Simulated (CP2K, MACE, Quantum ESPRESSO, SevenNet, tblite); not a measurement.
# Bulk modulus two ways: random rutile alloy of IrO2 and SiO2 (96 atoms), QE, PBE

The cell holds 96 atoms (12 Si, 64 O and 20 Ir). Recipe: rutile IrO2, 2 x 2 x 4 conventional cells, 12 of 32 Ir sites given to Si at random (x = 0.375), lattice by Vegard's rule (cell 4.378, 4.378, 2.971, 90, 90, 90); every coordinate displaced by a Gaussian of 0.07 Å Then the atoms were relaxed with MACE MP-0b3 medium in the fixed cell.

Calculated with Quantum ESPRESSO 7.5: PBE; plane waves, SSSP efficiency, 60/480 Ry; k-points Γ. The cell is scaled evenly by ±3 % in volume, with fractional positions held.

| volume (Å³/atom) | energy less the middle row's (meV/atom) | pressure (GPa) |
| --- | --- | --- |
| 9.2065 | 29.351 | 21.260 |
| 9.4913 | 0.000 | 10.457 |
| 9.7760 | -11.539 | 1.317 |

Task: Find the bulk modulus at the middle volume from the pressures and from the energies, and check the printed pressure against the slope of the energy (1 meV/Å³ = 0.16022 GPa).

**Working.**

The step is h = 0.2847 Å³. From pressures: B = −V dP/dV = 9.4913 × (21.260 − (1.317)) / (2 × 0.2847) = 332 GPa.

From energies: B = V d²E/dV² = 9.4913 × (29.351 + (-11.539)) / 0.2847² = 2085 meV/Å³ = 334 GPa.

Slope: P = −dE/dV = −(-11.539 − (29.351)) / (2 × 0.2847) = 71.8 meV/Å³ = 11.50 GPa, against 10.46 GPa printed.

The two moduli agree within 1 %.

A central difference over ±3 % overstates P by about B(1 + B′)(0.03)²/6, some 0.25 GPa for B′ = 4. A stress printed at a finite cutoff holds the number of plane waves fixed and tends to come out low, which is the sign found here.

Limits: three points, a static cell at zero temperature, the cell shape held; the modulus is that at 10.5 GPa, not at zero pressure.

[Hosts, paths, dates, database ids (printed as entryN), source tags and the programs' standing remarks are cut or masked in the printed files.]
